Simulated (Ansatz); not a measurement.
# Ta2C monolayer: the cell at rest, part 2 of 2

Wanted: the relaxed cell of Ta2C monolayer.

Ansatz 0.2.0; DFT LDA, scalar-relativistic, plane waves, PAW.

So far. Step 2 (A coarse first look): The coarse mesh shows no gap.

## 5. Tight relaxation

Phonons need a cell at rest on their own settings, so the relaxation is repeated with tight tolerances on forces and stress, using the mesh and the filling of the phonon run that follows.

input.yaml

```yaml
crystal:
  lattice:
    - [3.0388745966, 0.0, 0.0]
    - [-1.5194372983, 2.6317425996, 0.0]
    - [0.0, 0.0, 28.6]
  atoms:
    - { symbol: C, position: [0.0, 0.0, 0.3496503497] }
    - { symbol: Ta, position: [0.3333333333, 0.6666666667, 0.3915007398] }
    - { symbol: Ta, position: [0.6666666667, 0.3333333333, 0.3077999596] }
  periodic: [true, true, false]
kpoints:
  mp_grid: { grid: [18, 18, 1] }
hamiltonian:
  xc: lda
scf:
  occupations: { method: methfessel_paxton, width: 0.15 }
output:
  forces: true
  stress: true
  eigenvalues: true
  write_density: true
  write_potential: true
  elf: true
  volumetric_format: npy
relax:
  adjacent_minimum: "off"
  f_tol: 0.001
  max_steps: 60
  cell: { stress_2d_tol: 0.002 }
```

On the command line:

```bash
$ ansatz run input.yaml --threads 8 --pin off --max-ram 14336MiB --backend cpu --events-out ev --progress --plain --runs-dir out
```

Numbers of over 12 decimals in the logs are rounded to 6 here.

Output:

```text
[...]
Crystal: 3 atoms, lattice volume = 228.730 Å³
Basis set: ecut = 420 eV, 4427 PW (Γ)
Bands: 19, of which v1, the nominal top of the filled ones, is band 15 counted from 1 (14 counted from 0)
Symmetry: 12 space group operations
[...]
k-points: 37 of 324
[...]
k-point 36: bands = [... 11 lower, -9.3332, -6.0485, -5.8973, -5.8973, -4.4976, -2.4804, -2.4804, -1.4009]
--- Relaxed structure (3 steps of the walk, 3 accepted, 1 SCFs on fresh bases) ---
[...]
cell:  # Å, volume = 228.6304 Å³
    - [3.038216, 0.0, 0]
    - [-1.519108, 2.631172, 0]
    - [0, 0, 28.6]
  atoms:
    - { symbol: C, position: [0, 0, 0.3496503497] }
    - { symbol: Ta, position: [0.333333, 0.666667, 0.391503] }
    - { symbol: Ta, position: [0.666667, 0.333333, 0.307797] }
[key lines of the parts left out:]
SCF converged after 7 iterations
Free energy (F): -19607.036072 eV
Fermi energy:    -5.020606 eV
P = ½ c Tr σ = -0.0015 N/m
```

Wall time 6 s (8 threads of Arm Neoverse V2, shared host); peak memory 0.68 GiB.

Little changed from the start: no atom moved by 0.005 Å and no cell edge by 0.1 %.

This step gave:

* area per atom: 2.665 Å²

ELF in the ac plane at fractional y = 0.000, with atoms of C within 0.2 Å of it. It is the smooth field of the valence electrons, not physical close to the nuclei.

Values, 24 rows by 16 columns, each cell a mean:
```
0.00 0.00 0.00 0.00 0.00 0.00 0.00 0.00 0.00 0.00 0.00 0.00 0.00 0.00 0.00 0.00
0.00 0.00 0.00 0.00 0.00 0.00 0.00 0.00 0.00 0.00 0.00 0.00 0.00 0.00 0.00 0.00
0.00 0.00 0.00 0.00 0.00 0.00 0.00 0.00 0.00 0.00 0.00 0.00 0.00 0.00 0.00 0.00
0.00 0.00 0.00 0.00 0.00 0.00 0.00 0.00 0.00 0.00 0.00 0.00 0.00 0.00 0.00 0.00
0.00 0.00 0.00 0.00 0.00 0.00 0.00 0.00 0.00 0.00 0.00 0.00 0.00 0.00 0.00 0.00
0.00 0.00 0.00 0.00 0.00 0.00 0.00 0.00 0.00 0.00 0.00 0.00 0.00 0.00 0.00 0.00
0.00 0.00 0.00 0.00 0.00 0.00 0.00 0.00 0.00 0.00 0.00 0.00 0.00 0.00 0.00 0.00
0.00 0.00 0.00 0.00 0.00 0.00 0.00 0.00 0.00 0.00 0.00 0.00 0.00 0.00 0.00 0.00
0.00 0.00 0.00 0.00 0.00 0.00 0.00 0.00 0.00 0.00 0.00 0.00 0.00 0.00 0.00 0.00
0.00 0.00 0.00 0.00 0.00 0.00 0.00 0.00 0.00 0.00 0.00 0.00 0.00 0.00 0.00 0.00
0.00 0.00 0.00 0.00 0.00 0.00 0.00 0.00 0.00 0.00 0.00 0.00 0.00 0.00 0.00 0.00
0.02 0.02 0.02 0.02 0.02 0.02 0.01 0.01 0.01 0.01 0.01 0.02 0.02 0.02 0.02 0.02
0.24 0.24 0.22 0.20 0.18 0.16 0.15 0.14 0.13 0.14 0.15 0.16 0.18 0.20 0.22 0.24
0.56 0.55 0.50 0.42 0.35 0.28 0.24 0.22 0.22 0.22 0.24 0.28 0.35 0.42 0.50 0.55
0.60 0.58 0.49 0.36 0.24 0.20 0.25 0.33 0.36 0.33 0.25 0.20 0.24 0.35 0.49 0.58
0.32 0.41 0.63 0.74 0.68 0.50 0.33 0.23 0.20 0.23 0.33 0.50 0.68 0.74 0.63 0.41
0.61 0.59 0.51 0.37 0.25 0.21 0.25 0.32 0.35 0.32 0.25 0.20 0.25 0.37 0.51 0.59
0.57 0.55 0.50 0.42 0.34 0.28 0.24 0.22 0.22 0.22 0.24 0.28 0.34 0.42 0.50 0.55
0.26 0.26 0.24 0.22 0.20 0.17 0.16 0.15 0.14 0.15 0.16 0.17 0.20 0.22 0.24 0.26
0.02 0.02 0.02 0.02 0.02 0.02 0.02 0.02 0.02 0.02 0.02 0.02 0.02 0.02 0.02 0.02
0.00 0.00 0.00 0.00 0.00 0.00 0.00 0.00 0.00 0.00 0.00 0.00 0.00 0.00 0.00 0.00
0.00 0.00 0.00 0.00 0.00 0.00 0.00 0.00 0.00 0.00 0.00 0.00 0.00 0.00 0.00 0.00
0.00 0.00 0.00 0.00 0.00 0.00 0.00 0.00 0.00 0.00 0.00 0.00 0.00 0.00 0.00 0.00
0.00 0.00 0.00 0.00 0.00 0.00 0.00 0.00 0.00 0.00 0.00 0.00 0.00 0.00 0.00 0.00
```
Columns run along a (3.0 Å), rows up along c (28.6 Å). Atoms in or near the plane, at fractional coordinates: C at (0.00, 0.35).

Valence density in the ac plane at fractional y = 0.000, with atoms of C within 0.2 Å of it. It is the smooth field of the valence electrons, not physical close to the nuclei.

Ten steps, logarithmic in the rise over the least value, from '0' (0.0 e/Å³) to '9' (1.7 e/Å³), each cell a mean:
```
0000000000000000
0000000000000000
0000000000000000
0000000000000000
0000000000000000
0000000000000000
0000000000000000
0000000000000000
0000000000000000
0000000000000000
0000000000000000
0000000000000000
1111111111111111
4444444444444444
7766677888776667
9999877666778999
7777777888777777
4444444555444444
1111111111111111
0000000000000000
0000000000000000
0000000000000000
0000000000000000
0000000000000000
```
Columns run along a (3.0 Å), rows up along c (28.6 Å). Atoms in or near the plane, at fractional coordinates: C at (0.00, 0.35).

Electrostatic potential energy in the ac plane at fractional y = 0.000, with atoms of C within 0.2 Å of it. With pseudopotentials it is smooth inside the atoms' cores, unlike the true potential.

Ten even steps from '_' (-22 eV) to '@' (0 eV), each cell a mean:
```
@@@@@@@@@@@@@@@@@@@@@@@@@@@@@@@@
@@@@@@@@@@@@@@@@@@@@@@@@@@@@@@@@
@@@@@@@@@@@@@@@@@@@@@@@@@@@@@@@@
@@@@@@@@@@@@@@@@@@@@@@@@@@@@@@@@
@@@@@@@@@@@@@@@@@@@@@@@@@@@@@@@@
@@@@@@@@@@@@@@@@@@@@@@@@@@@@@@@@
@@@@@@@@@@@@@@@@@@@@@@@@@@@@@@@@
@@@@@@@@@@@@@@@@@@@@@@@@@@@@@@@@
@@@@@@@@@@@@@@@@@@@@@@@@@@@@@@@@
@@@@@@@@@@@@@@@@@@@@@@@@@@@@@@@@
@@@@@@@@@@@@@@@@@@@@@@@@@@@@@@@@
@@@@@@@@@@@@@@@@@@@@@@@@@@@@@@@@
@@@@@@@@@@@@@@@@@@@@@@@@@@@@@@@@
@@@@@@%%%%%%##########%%%%%%@@@@
####****++--..______..--++****##
______..==++++++++++++++==..____
********++--..______..--++******
@@@@@@%%%%######**######%%%%@@@@
@@@@@@@@@@@@@@@@@@@@@@@@@@@@@@@@
@@@@@@@@@@@@@@@@@@@@@@@@@@@@@@@@
@@@@@@@@@@@@@@@@@@@@@@@@@@@@@@@@
@@@@@@@@@@@@@@@@@@@@@@@@@@@@@@@@
@@@@@@@@@@@@@@@@@@@@@@@@@@@@@@@@
@@@@@@@@@@@@@@@@@@@@@@@@@@@@@@@@
```
Columns run along a (3.0 Å; values clipped at the 3rd and 97th percentile), rows up along c (28.6 Å). Atoms in or near the plane, at fractional coordinates: C at (0.00, 0.35).

The largest force component left is 0.53 meV/Å, within the tolerances set.

## 6. What came out

| Property | Result |
| --- | --- |
| space group after relaxation | P-3m1 |
| lattice constant a | 3.038 Å |
| lattice constant b | 3.038 Å |
| area per atom | 2.67 Å² |

What this shows: The largest force component left is 0.53 meV/Å, within the tolerances set. The relaxation keeps the symmetry of its start, so it says nothing on stability against lower symmetry. Spin-orbit coupling is left out, which can matter for the heavy elements here. The starting cell was built on a prototype and not taken from a measurement.

[Logs are printed without paths, hosts, clocks, repeated set-up lines and the standing remarks that a program may print on its own settings, such as how far it seeks lower states.]

[Hosts, paths, dates, database ids (printed as entryN), source tags and the programs' standing remarks are cut or masked in the printed files.]
